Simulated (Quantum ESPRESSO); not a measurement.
# Voltage at the next charge: Pt(111), 4 layers, one monolayer of Li on fcc sites against an electrode

How the rows were computed: Quantum ESPRESSO 7.5, PBE, GBRV ultrasoft; ESM with bc3, a metal electrode 6.96 Å above the top atoms; cell area 6.654 Å²; ions fixed. V is the potential energy of an electron at the electrode over the slab's Fermi level, divided by e, so that it equals the work function at zero charge; positive charge removes electrons.

```tsv
charge (e a cell)	V (V)
0	3.496
0.01	4.761
0.02	6.059
```

To predict: What is V at a charge of 0.0399 e, and what capacitance do the rows imply?

**Fit.** The last two rows give dV/dq = (6.059 − 4.761)/(0.02 − 0.01) = 129.8 V/e, so C = 1602/(6.654 × 129.8) = 1.86 µF/cm², an effective gap of 8.854/1.86 = 4.77 Å. At constant C, V = 6.059 + 129.8 × 0.0199 = 8.64 V.

**Check.** V = 8.719 V; the estimate misses by −0.08 V, 2.9 % of the step. Over the three intervals C goes 1.90, 1.86 and 1.80 µF/cm²: it falls as electrons leave, the surface charge drawing back towards the atoms.

**Limits.** Vacuum fills the gap; a dielectric or electrolyte would change C. The slab is thin.

[Logs are printed without paths, hosts, clocks, repeated set-up lines and the standing remarks that a program may print on its own settings, such as how far it seeks lower states.]
